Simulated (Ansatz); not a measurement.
# (GaAs)3(InP)1 [001] superlattice, started as zinc blende: from the cell to its phonons

Aim: the phonons of (GaAs)3(InP)1 [001] superlattice, started as zinc blende at a cell relaxed beforehand at this level.

Main program and level: Ansatz 0.2.0; DFT PBEsol, scalar-relativistic, plane waves, PAW.

The structure was built from a prototype and need not be the compound's stable phase.

In doubt: the program warns that the response may not be converged on this k-mesh (step 2), which bears on the force constants and all frequencies.

### Step 1. The starting structure

It takes space group Pmm2 (No. 25, orthorhombic). The conventional cell has a = 4.026 Å, b = 4.039 Å, c = 11.461 Å, α = 90.00°, β = 90.00°, γ = 90.00°. As has 4 Ga at 2.45 to 2.46 Å nearest. Nearest to As lie 4 Ga at 2.46 Å. As has 2 Ga at 2.45 Å and 2 In at 2.59 Å nearest. Nearest to Ga lie 2 P at 2.39 Å and 2 As at 2.46 Å. Ga has 4 As at 2.45 to 2.46 Å nearest. Nearest to Ga lie 4 As at 2.45 to 2.46 Å. Farther neighbours are not listed.

### Step 2. Modes at Γ

The cell comes from relaxations at this level that are not shown. The zone centre is the only wavevector solved here; it holds the modes that light can see, as far as symmetry allows. The response to a homogeneous field gives the Born charges and the dielectric tensor.

Input file input.yaml:

```yaml
crystal:
  lattice:
    - [2.8556904395, 2.8556904395, 0.0]
    - [-2.8471102826, 2.8471102826, 0.0]
    - [0.0, 0.0, 11.4609364158]
  atoms:
    - { symbol: As, position: [0.5, 0.0, 0.1252006823] }
    - { symbol: As, position: [1.0, 0.5, 0.3701312283] }
    - { symbol: As, position: [0.5, 0.0, 0.6140840824] }
    - { symbol: Ga, position: [0.0, 0.0, 0.0029083117] }
    - { symbol: Ga, position: [0.5, 0.5, 0.2477591259] }
    - { symbol: Ga, position: [0.0, 0.0, 0.4930633333] }
    - { symbol: In, position: [0.5, 0.5, 0.7567991024] }
    - { symbol: P, position: [1.0, 0.5, 0.8900541338] }
kpoints:
  mp_grid: { grid: [8, 8, 4] }
hamiltonian:
  xc: pbesol
scf:
  occupations: { method: fixed }
output:
  eigenvalues: true
phonons:
  method: dfpt
  dielectric: true
  rigid_motions: translations
```

The run is started by

```sh
> ansatz run input.yaml --threads 4 --pin off --max-ram 14336MiB --backend cpu --events-out ev --progress --plain --runs-dir out
```

Numbers of over 12 decimals in the logs are rounded to 6 here.

What it wrote:

```text
Engine: ansatz 0.2.0, aarch64-unknown-linux-gnu
Pseudopotentials: kind: paw
Pseudopotential: As, paw, valence charge 15, recommended cutoff 420 eV (normal), As.paw.azcp
Pseudopotential: Ga, paw, valence charge 13, recommended cutoff 420 eV (normal), Ga.paw.azcp
Pseudopotential: In, paw, valence charge 13, recommended cutoff 420 eV (normal), In.paw.azcp
Pseudopotential: P, paw, valence charge 5, recommended cutoff 420 eV (normal), P.paw.azcp
Functional definition: PBEsol
  exchange = pbesol_x
  correlation = pbesol_c
Crystal: 8 atoms, lattice volume = 186.365 Å³
Basis set: ecut = 420 eV, 3647 PW (Γ), exchange–correlation on 54×54×160 points (8 copies of the dense FFT grid, shifted against one another)
Bands: 62, of which v1, the nominal top of the filled ones, is band 51 counted from 1 (50 counted from 0)
Symmetry: 4 space group operations
k-points: 132 of 256 (irreducible under 1 space group operation, time reversal used)
Non-local potential: As, projectors of the file, l = 0: 2, l = 1: 2, l = 2: 3, l = 3: 1
Non-local potential: Ga, projectors of the file, l = 0: 2, l = 1: 2, l = 2: 3, l = 3: 1
Non-local potential: In, projectors of the file, l = 0: 2, l = 1: 2, l = 2: 2, l = 3: 2
Non-local potential: P, projectors of the file, l = 0: 2, l = 1: 2, l = 2: 2
PAW form: soft (Blöchl's): semilocal exchange-correlation on the pseudo side does not see the compensation charge
PAW frozen core: As, regenerated for the run's functional, and the local potential with it (the file was generated under x = pbe(κ = 0.804, μ = 0.219515), c = pbe(β = 0.066725))
PAW frozen core: Ga, regenerated for the run's functional, and the local potential with it (the file was generated under x = pbe(κ = 0.804, μ = 0.219515), c = pbe(β = 0.066725))
PAW frozen core: In, regenerated for the run's functional, and the local potential with it (the file was generated under x = pbe(κ = 0.804, μ = 0.219515), c = pbe(β = 0.066725))
PAW frozen core: P, regenerated for the run's functional, and the local potential with it (the file was generated under x = pbe(κ = 0.804, μ = 0.219515), c = pbe(β = 0.066725))
PAW one-centre angular grid: As, 590 points (default); XC on 64 Gauss nodes
PAW one-centre angular grid: Ga, 590 points (default); XC on 64 Gauss nodes
PAW one-centre angular grid: In, 590 points (default); XC on 64 Gauss nodes
PAW one-centre angular grid: P, 110 points (default); XC on 64 Gauss nodes
Initial density: superposition of atomic densities (neutral atoms: chi_scale 0, normalization atom), corrected by the library's trained network
Initial wavefunctions: pseudopotential atomic-orbital guess
Functional: x = pbesol(κ = 0.804, μ = 0.123457), c = pbesol(β = 0.046)
SCF iter   1: F=—  HF=-31936.420703 eV  |F-HF|=—  |Δ(HF+E_count)|=         —  Δρ=3.92e-3  dr2=4.77e-2  ethr=1.77e-3  ⟨swp⟩=5.2  Hψ=26677  notcnv=0  defer=1063
preconditioner: auto → Resta (q_TF=auto, 2.468 Å⁻¹)  ε∞=3.6  [insulator: Δε(μ)=0.295 eV  Ē_g=14.194 eV  n_scr=56 (ndim 8)  ℏωp=23.1 eV  f_vac=0.068  ε∞_Penn≈3.6]
SCF iter   2: F=—  HF=-31936.401679 eV  |F-HF|=—  |Δ(HF+E_count)|=   1.90e-2  Δρ=1.89e-3  dr2=1.02e-2  ethr=4.67e-5  ⟨swp⟩=2.6  Hψ=11695  notcnv=0  defer=1188
SCF iter   3: F=—  HF=-31936.399880 eV  |F-HF|=—  |Δ(HF+E_count)|=   1.80e-3  Δρ=5.83e-4  dr2=1.19e-3  ethr=9.97e-6  ⟨swp⟩=2.8  Hψ=10705  notcnv=0  defer=1186
SCF iter   4: F=—  HF=-31936.399886 eV  |F-HF|=—  |Δ(HF+E_count)|=   6.00e-6  Δρ=2.67e-4  dr2=2.32e-4  ethr=1.17e-6  ⟨swp⟩=2.0  Hψ=13271  notcnv=0  defer=1161
SCF iter   5: F=—  HF=-31936.399934 eV  |F-HF|=—  |Δ(HF+E_count)|=   4.80e-5  Δρ=1.30e-4  dr2=3.05e-5  ethr=2.28e-7  ⟨swp⟩=2.0  Hψ=12252  notcnv=0  defer=1087
SCF iter   6: F=—  HF=-31936.399954 eV  |F-HF|=—  |Δ(HF+E_count)|=   2.03e-5  Δρ=3.60e-5  dr2=2.49e-6  ethr=2.99e-8  ⟨swp⟩=2.0  Hψ=12238  notcnv=0  defer=1061
[...]
WARN: field response: ε∞ stands inside a basis, on 20×20×8 points; the force constants stand on the 8×8×4 k-mesh, whose period is 7.26 times the interband length at k = (0.0000, 0.0000, 0.0000), direct gap 0.305 eV, under 14: take them and everything formed from them as unconverged, and compare with a denser kpoints.mp_grid
SCF converged after 12 iterations
Free energy (F): -31936.399957 eV
Harris-Foulkes:  -31936.399957 eV  (|F-HF|=1.82e-11)
Internal energy: -31936.399957 eV  (E = F + TS)
E sigma→0 (E₀):  -31936.399957 eV
Fermi energy:    7.810517 eV
--- Per-component energies (eV) ---
  E_band       = -1013.409072
  E_kinetic    = 971.475733
  E_local      = -14188.814938  (includes V_loc(G=0)·N_el)
  E_nonlocal   = -324.072158
  E_hartree    = 6977.033340
  E_xc         = -715.728741
  E_vxc        = -572.310882  (∫ρ·V_xc dr)
  E_paw        = -15867.347765  (= ΣΔE_a)
  E_vpaw       = -853.753246  (= ΣTr[D̂ρ^β])
  E_aug_tail   = -0.000293  (compensation charges beyond the density's cutoff)
  E_ewald      = -8794.715354
  E_core_change = 5.770218  (= ΣΔE_core)
  E_smearing   = -0.000000  (= −TS)
  E_closure    = 0.000000  (closes the sum)
  Σ components = -31936.399957   (vs F -31936.399957, Δ=0.00e0)
--- Band table (eV; the first three rows and the last of 132) ---
  k-point 0: bands = [... 47 lower, 6.3692, 7.6341, 7.7128, 7.8105, 8.1151, 9.0936, 9.3300, 9.6827, ... 7 higher]
  k-point 1: bands = [... 47 lower, 6.6300, 6.7988, 7.5329, 7.6477, 8.8749, 9.0912, 9.3042, 9.7153, ... 7 higher]
  k-point 2: bands = [... 47 lower, 6.9206, 6.9842, 7.1923, 7.4054, 9.0647, 9.1807, 9.5543, 9.9183, ... 7 higher]
  k-point 131: bands = [... 47 lower, 4.7444, 4.7628, 4.7788, 4.8267, 9.9599, 10.1720, 10.2543, 10.3341, ... 7 higher]
--- Phonons (Γ-DFPT): 16 representative perturbations + reference, on 132 of 256 k-points (Σ response iterations 60) ---
  k mesh reduced under 1 symmetry operation, with k and −k counted as one. Each operation leaves every solved perturbation unchanged. A smaller set is not considered because the run solves the response to a homogeneous field
  ASR residual: 6.927e-5 → 0.000e0 eV/Å²; symmetrization residual: 2.136e-5 eV/Å²
  ASR residual per site (eV/Å²): 1.22e-5 8.20e-6 5.63e-5 2.62e-5 3.26e-5 6.93e-5 4.84e-5 1.63e-5
  Γ frequencies (cm⁻¹): 0.00 0.00 0.00 54.19 58.04 66.67 67.10 72.26 78.21 119.88 132.66 213.34 219.33 226.96 245.37 245.69 247.13 254.94 255.14 260.90 264.20 313.29 322.74 334.60
  ε∞ (high-frequency dielectric tensor):
       14.039959    -0.168988     0.000000
       -0.168988    14.039959     0.000000
        0.000000     0.000000    13.743296
  ε⁰ (static dielectric tensor: ions relaxed, cell fixed):
       16.421820    -0.257922    -0.000000
       -0.257922    16.421820    -0.000000
       -0.000000    -0.000000    15.913611
  ε⁰ − ε∞ (ionic part):
        2.381862    -0.088934    -0.000000
       -0.088934     2.381862    -0.000000
       -0.000000    -0.000000     2.170315
  softest optical mode at Γ: 54.19 cm⁻¹; the repairs (sum rule, projections) moved no ω² at Γ by more than (2.18 cm⁻¹)²
  Born effective charges Z* (e; rows j = field, columns β = displacement):
    site 0:
        -2.11535   -0.08042    0.00000
        -0.08042   -2.11535    0.00000
        -0.00000   -0.00000   -2.03048
    site 1:
        -2.16148    0.02589    0.00000
         0.02589   -2.16148    0.00000
[...]
site 2:
[...]
site 3:
[...]
site 4:
[...]
site 5:
[...]
site 6:
[...]
site 7:
[...]
Z* charge neutrality: 7.367e-2 e pre-enforcement
  solved inside a basis spanned on kpoints, on 20×20×8 k-points transformed towards the longest dipole, which do not settle them: ε∞ is read to err by 2.0e-1, Z* by 1.0e-1 e (field_mesh: kpoints solves on kpoints); Z* is corrected for what the basis lacks
  optical modes at Γ without the LO–TO term, one row a degenerate level:
      ω (cm⁻¹)  modes    IR ((D/Å)²/amu)
[...]
optical modes at Γ + LO–TO along q̂ = [1.0000, 0.0000, 0.0000]:
      ω (cm⁻¹)  modes    IR ((D/Å)²/amu)
[...]
optical modes at Γ + LO–TO along q̂ = [0.0000, 1.0000, 0.0000]:
      ω (cm⁻¹)  modes    IR ((D/Å)²/amu)
[...]
optical modes at Γ + LO–TO along q̂ = [0.0000, 0.0000, 1.0000]:
      ω (cm⁻¹)  modes    IR ((D/Å)²/amu)
[...]
263.42      1             0.1158
        272.99      1             6.3872
        313.29      1             5.9981
        322.74      1             7.8968
        342.53      1             7.4272
```

The job ended after 41 min (4 threads of Arm Neoverse N1, shared host; peak memory 7.3 GiB).

This step gave:

* gap on the k-mesh: 0.3046 eV
* volume per atom: 23.30 Å³
* sum-rule residual before enforcement: 6.93e-5 eV/Å²
* miss of the charge sum rule: 0.07367 e
* estimated error of the dielectric tensor: 0.2029
* estimated error of the Born charges: 0.1049 e
* point group: mm2
* highest optical mode at the zone centre (no LO-TO term): 334.6 cm⁻¹
* lowest optical zone-centre mode: 54.19 cm⁻¹
* mean high-frequency dielectric constant: 13.94
* largest Born charge (third of the trace): -2.558 e
* mean static dielectric constant: 16.25
* top of the zone-centre spectrum with the field: 342.5 cm⁻¹

Without the LO-TO term. Patterns of degenerate modes are one choice out of their space. The modes at Γ (shares of kinetic energy by element, %):

| mode | frequency (cm⁻¹) | symmetry | As % | Ga % | In % | P % |
| --- | --- | --- | --- | --- | --- | --- |
| 1 | 0.0 | acoustic | 39 | 36 | 20 | 5 |
| 2 | 0.0 | acoustic | 39 | 36 | 20 | 5 |
| 3 | 0.0 | acoustic | 39 | 36 | 20 | 5 |
| 4 | 54.2 | B1 | 36 | 18 | 46 | 1 |
| 5 | 58.0 | B2 | 25 | 31 | 37 | 7 |
| 6 | 66.7 | B1 | 39 | 58 | 0 | 3 |
| 7 | 67.1 | B2 | 37 | 40 | 20 | 3 |
| 8 | 72.3 | B2 | 41 | 51 | 7 | 1 |
| 9 | 78.2 | B1 | 13 | 71 | 0 | 16 |
| 10 | 119.9 | A1 | 42 | 23 | 35 | 1 |
| 11 | 132.7 | A1 | 37 | 49 | 7 | 7 |
| 12 | 213.3 | A1 | 28 | 43 | 28 | 0 |
| 13 | 219.3 | B1 | 66 | 0 | 33 | 0 |
| 14 | 227.0 | A1 | 59 | 36 | 0 | 5 |
| 15 | 245.4 | B2 | 56 | 44 | 0 | 0 |
| 16 | 245.7 | B1 | 56 | 44 | 0 | 0 |
| 17 | 247.1 | B2 | 53 | 46 | 0 | 0 |
| 18 | 254.9 | B1 | 51 | 48 | 0 | 0 |
| 19 | 255.1 | B2 | 49 | 50 | 0 | 0 |
| 20 | 260.9 | A1 | 46 | 50 | 2 | 1 |
| 21 | 264.2 | A1 | 48 | 49 | 3 | 0 |
| 22 | 313.3 | B2 | 0 | 1 | 15 | 84 |
| 23 | 322.7 | B1 | 0 | 25 | 0 | 75 |
| 24 | 334.6 | A1 | 1 | 14 | 5 | 80 |

Displacements in mode 4 (54.2 cm⁻¹), the largest set to 1:
```
As1  0.51 -0.51  0.00
As2  0.49 -0.49  0.00
As3 -0.83  0.83  0.00
Ga4  0.35 -0.35  0.00
Ga5  0.55 -0.55  0.00
Ga6  0.46 -0.46  0.00
In7 -1.00  1.00  0.00
P8   0.24 -0.24  0.00
```

Displacements in mode 9 (78.2 cm⁻¹), the largest set to 1:
```
As1 -0.50  0.50  0.00
As2  0.00  0.00  0.00
As3 -0.08  0.08  0.00
Ga4  1.00 -1.00  0.00
Ga5 -0.69  0.69  0.00
Ga6  0.05 -0.05  0.00
In7 -0.07  0.07  0.00
P8   0.85 -0.85  0.00
```

High-frequency dielectric tensor, which the program warns is not settled by the k meshes in reach. Tensor:

|  | x | y | z |
| --- | --- | --- | --- |
| x | 14.04 | -0.169 | 0 |
| y | -0.169 | 14.04 | 0 |
| z | 0 | 0 | 13.74 |

Static dielectric tensor, which the program warns is not settled by the k meshes in reach. Tensor:

|  | x | y | z |
| --- | --- | --- | --- |
| x | 16.42 | -0.258 | 0 |
| y | -0.258 | 16.42 | 0 |
| z | 0 | 0 | 15.91 |

Optical modes at the zone centre, without and with the macroscopic field of the longitudinal modes; each column is sorted by frequency, so a row need not hold one and the same mode. Modes with and without the field, by row:

| rank among optical modes | no field (cm⁻¹) | q along (1, 0, 0) (cm⁻¹) | q along (0, 0, 1) (cm⁻¹) |
| --- | --- | --- | --- |
| 1 | 54.2 | 54.3 | 54.2 |
| 2 | 58 | 58.1 | 58 |
| 3 | 66.7 | 66.7 | 66.7 |
| 4 | 67.1 | 67.1 | 67.1 |
| 5 | 72.3 | 72.3 | 72.3 |
| 6 | 78.2 | 78.2 | 78.2 |
| 7 | 119.9 | 119.9 | 120 |
| 8 | 132.7 | 132.7 | 132.7 |
| 9 | 213.3 | 213.3 | 214.1 |
| 10 | 219.3 | 220.2 | 219.3 |
| 11 | 227 | 227 | 227.5 |
| 12 | 245.4 | 245.4 | 245.4 |
| 13 | 245.7 | 245.8 | 245.7 |
| 14 | 247.1 | 247.2 | 247.1 |
| 15 | 254.9 | 255 | 254.9 |
| 16 | 255.1 | 260.9 | 255.1 |
| 17 | 260.9 | 264.2 | 263.4 |
| 18 | 264.2 | 265.2 | 273 |
| 19 | 313.3 | 315.8 | 313.3 |
| 20 | 322.7 | 330.6 | 322.7 |
| 21 | 334.6 | 334.6 | 342.5 |

Born charge (rows field, columns displacement) (e), principal values of the symmetric part by kind of site:

| atom | atoms with these values | low | middle | high | mean |
| --- | --- | --- | --- | --- | --- |
| As1 | 1 | -2.20 | -2.03 | -2.03 | -2.09 |
| As2 | 1 | -2.19 | -2.14 | -1.98 | -2.10 |
| As3 | 1 | -2.34 | -2.32 | -1.97 | -2.21 |
| Ga4 | 1 | 2.08 | 2.34 | 2.37 | 2.26 |
| Ga5 | 1 | 2.02 | 2.08 | 2.17 | 2.09 |
| Ga6 | 1 | 2.02 | 2.15 | 2.27 | 2.15 |
| In7 | 1 | 2.25 | 2.38 | 2.74 | 2.45 |
| P8 | 1 | -2.79 | -2.51 | -2.38 | -2.56 |

In full for Ga4:

```
 2.35 -0.01  0.00
-0.01  2.35  0.00
 0.00  0.00  2.08
```

Transverse modes. Infrared lines, with heights relative to the strongest:

| position (cm⁻¹) | lines merged | relative intensity |
| --- | --- | --- |
| 54 | 1 | 0.2 |
| 58 | 1 | 0.1 |
| 67 | 2 | 0.0 |
| 72 | 1 | 0.0 |
| 78 | 1 | 0.1 |
| 120 | 1 | 0.2 |
| 133 | 1 | 0.2 |
| 213 | 1 | 4.0 |
| 219 | 1 | 10 |
| 227 | 1 | 2.9 |
| 245 | 1 | 0.2 |
| 246 | 1 | 1.4 |
| 247 | 1 | 0.6 |
| 255 | 2 | 100 |
| 261 | 1 | 43 |
| 264 | 1 | 10 |
| 313 | 1 | 40 |
| 323 | 1 | 53 |
| 335 | 1 | 37 |

Before it was imposed, the acoustic sum rule was missed by 6.9e-5 eV/Å² and the charge sum rule by 0.074 e. The charge miss is large and points to the mesh or the basis. The lowest optical mode is real, 54.2 cm⁻¹.

The log warns of the k mesh: “the force constants stand on the 8×8×4 k-mesh, whose period is 7.26 times the interband length at k = (0.0000, 0.0000, 0.0000), direct gap 0.305 eV, under 14: take them and everything formed from them as unconverged”.

### Step 3. Isotope substitution, element Ga, natural mass 69.723 amu

An isotope changes the mass and not the force constants, so no new electronic calculation is needed; the shifts show which modes move this element.

The same force constants with the mass of Ga changed from 69.723 to 70.925 u (phonopy, no LO-TO term). Both lists are sorted by frequency; levels can cross, so a row need not hold one and the same mode. Modes under 3 cm⁻¹ are left out. Isotope shifts, by row:

| q | rank | natural mass (cm⁻¹) | changed mass (cm⁻¹) |
| --- | --- | --- | --- |
| 0 0 0 | 4 | 54.19 | 54.1 |
| 0 0 0 | 5 | 58.04 | 57.89 |
| 0 0 0 | 6 | 66.67 | 66.34 |
| 0 0 0 | 7 | 67.1 | 66.87 |
| 0 0 0 | 8 | 72.26 | 71.94 |
| 0 0 0 | 9 | 78.21 | 77.74 |
| 0 0 0 | 10 | 119.9 | 119.6 |
| 0 0 0 | 11 | 132.7 | 132.1 |
| 0 0 0 | 12 | 213.3 | 212.5 |
| 0 0 0 | 13 | 219.3 | 219.3 |
| 0 0 0 | 14 | 227 | 226.3 |
| 0 0 0 | 15 | 245.4 | 244.4 |
| 0 0 0 | 16 | 245.7 | 244.8 |
| 0 0 0 | 17 | 247.1 | 246.2 |
| 0 0 0 | 18 | 254.9 | 253.9 |
| 0 0 0 | 19 | 255.1 | 254.1 |
| 0 0 0 | 20 | 260.9 | 259.8 |
| 0 0 0 | 21 | 264.2 | 263.1 |
| 0 0 0 | 22 | 313.3 | 313.3 |
| 0 0 0 | 23 | 322.7 | 322.1 |
| 0 0 0 | 24 | 334.6 | 334.2 |

A mode of this element alone would shift by -0.85 %. The highest zone-centre frequency without the field goes from 334.6 to 334.2 cm⁻¹ (-0.1 %). The product of the frequency ratios over all optical modes at Γ is 0.935; the product rule, (m/m′)^(3k/2) (M′/M)^(3/2) with k = 3 such atoms and M the mass of the cell, gives 0.935.

### Step 4. Isotope substitution, element In, natural mass 114.818 amu

The same for In, from 114.82 to 112.90 u.

The same force constants with the mass of In changed from 114.818 to 112.904 u (phonopy, no LO-TO term). Both lists are sorted by frequency; levels can cross, so a row need not hold one and the same mode. Modes under 3 cm⁻¹ are left out. Isotope shifts, by row:

| q | rank | natural mass (cm⁻¹) | changed mass (cm⁻¹) |
| --- | --- | --- | --- |
| 0 0 0 | 4 | 54.19 | 54.4 |
| 0 0 0 | 5 | 58.04 | 58.22 |
| 0 0 0 | 6 | 66.67 | 66.67 |
| 0 0 0 | 7 | 67.1 | 67.21 |
| 0 0 0 | 8 | 72.26 | 72.31 |
| 0 0 0 | 9 | 78.21 | 78.22 |
| 0 0 0 | 10 | 119.9 | 120.2 |
| 0 0 0 | 11 | 132.7 | 132.7 |
| 0 0 0 | 12 | 213.3 | 213.8 |
| 0 0 0 | 13 | 219.3 | 220 |
| 0 0 0 | 14 | 227 | 227 |
| 0 0 0 | 15 | 245.4 | 245.4 |
| 0 0 0 | 16 | 245.7 | 245.7 |
| 0 0 0 | 17 | 247.1 | 247.1 |
| 0 0 0 | 18 | 254.9 | 254.9 |
| 0 0 0 | 19 | 255.1 | 255.1 |
| 0 0 0 | 20 | 260.9 | 260.9 |
| 0 0 0 | 21 | 264.2 | 264.3 |
| 0 0 0 | 22 | 313.3 | 313.7 |
| 0 0 0 | 23 | 322.7 | 322.8 |
| 0 0 0 | 24 | 334.6 | 334.7 |

A mode of this element alone would shift by +0.84 %. The highest zone-centre frequency without the field goes from 334.6 to 334.7 cm⁻¹ (+0.0 %). The product of the frequency ratios over all optical modes at Γ is 1.021; the product rule, (m/m′)^(3k/2) (M′/M)^(3/2) with k = 1 such atoms and M the mass of the cell, gives 1.020.

### Step 5. What came out

| Property | Result |
| --- | --- |
| space group (within 0.01 Å) | Pmm2 |
| volume per atom | 23.3 Å³ |
| gap on the k-mesh | 0.305 eV |
| highest optical mode at the zone centre (no LO-TO term) | 335 cm⁻¹ |
| top of the zone-centre spectrum with the field | 343 cm⁻¹ |
| lowest optical zone-centre mode | 54.2 cm⁻¹ |
| mean high-frequency dielectric constant | 13.9 |
| mean static dielectric constant | 16.3 |
| largest Born charge (third of the trace) | -2.56 e |
| imaginary modes at Γ (the only wavevector solved) | none |

What this shows: The structure is stable against zone-centre distortions, since no mode there is imaginary; other wavevectors were not solved, so zone-boundary instabilities are untested. Without the field, the optical modes at Γ span 54 to 335 cm⁻¹. No dispersion was computed. The highest mode in this list at Γ, 334.6 cm⁻¹, is mostly motion of P (80 % of the kinetic energy). With the macroscopic field of the longitudinal modes the top of the zone-centre spectrum lies at 343 cm⁻¹, against 335 cm⁻¹ without it. Lattice motion raises the mean dielectric constant from 13.94 to 16.25. The strongest infrared line is at 255 cm⁻¹. With the field response the log warns that the k mesh is coarse for the force constants too, so the frequencies may not be converged. In this run the field response is not settled by the k meshes in reach, so its dielectric tensor, Born charges and longitudinal modes are rough. The starting cell was built on a prototype and not taken from a measurement, so the phase need not exist. These are harmonic frequencies at zero temperature: anharmonic shifts, linewidths and thermal expansion are left out.

[Logs are printed without paths, hosts, clocks, repeated set-up lines and the standing remarks that a program may print on its own settings, such as how far it seeks lower states.]

[Hosts, paths, dates, database ids (printed as entryN), source tags and the programs' standing remarks are cut or masked in the printed files.]
